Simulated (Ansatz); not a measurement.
In doubt: masses and optical values from hybrid runs of this build are listed as unsure (in some of the runs), which bears on the screening that GW takes from such a start.

Two G0W0 runs on BaZnPF (P4/nmm).

```cif
data_structure
_symmetry_space_group_name_H-M 'P 1'
_symmetry_Int_Tables_number 1
_cell_length_a 4.1563
_cell_length_b 4.1563
_cell_length_c 9.4574
_cell_angle_alpha 90.000
_cell_angle_beta 90.000
_cell_angle_gamma 90.000
_cell_volume 163.38
loop_
_atom_site_label
_atom_site_type_symbol
_atom_site_fract_x
_atom_site_fract_y
_atom_site_fract_z
_atom_site_occupancy
Ba1 Ba 0.50000 0.00000 0.33177 1
Ba2 Ba 0.00000 0.50000 0.66823 1
Zn3 Zn 0.50000 0.50000 0.00000 1
Zn4 Zn 0.00000 0.00000 0.00000 1
P5 P 0.00000 0.50000 0.14910 1
P6 P 0.50000 0.00000 0.85090 1
F7 F 0.50000 0.50000 0.50000 1
F8 F 0.00000 0.00000 0.50000 1
```

The cell and positions come from the Crystallography Open Database and are kept as given unless a step says otherwise. Spin-orbit coupling is left out unless a run names it.

The first (Ansatz 0.2.0; start PBE, 6×6×2 mesh, 370 empty bands, screening to 100 eV, PAW set soft_1 files; 1 × NVIDIA H100 80GB HBM3 (shared by 6 runs) with 2 threads of AMD EPYC 7R13 (Zen 3), shared host) gave, on its mesh: starting gap 0.44 eV, G0W0 gap 1.30 eV, RPA ε∞ (mean) 7.15, 65 s.

Question: The second changes start from PBE to PBE0 and mesh from 6×6×2 to 4×4×2. What does it give?

It gave: starting gap 1.91 eV, G0W0 gap 1.90 eV, RPA ε∞ (mean) 5.29, 56 s. The G0W0 gap moves by +0.59 eV, +1.47 eV from the start and −0.88 eV from the correction. Σc changes by −0.13 eV at the valence top and −0.04 eV at the conduction bottom, and Σx − Vxc between them by −0.98 eV.

Limits: not at the basis limit; d shell near the gap, gap tends to lie low; no spin-orbit coupling; coarse k mesh.

[Paths, hosts, dates, memory and timing lines, banners, echoed tables and standing remarks are left out of the program output.]

[Logs are printed without paths, hosts, clocks, repeated set-up lines and the standing remarks that a program may print on its own settings, such as how far it seeks lower states.]

[Runs of the session that timed out or met a known fault of the program may be left out.]

[Cells called generated may have been cut or substituted from an entry of the Crystallography Open Database or the Materials Project.]

[Hosts, paths, dates, database ids (printed as entryN), source tags and the programs' standing remarks are cut or masked in the printed files.]
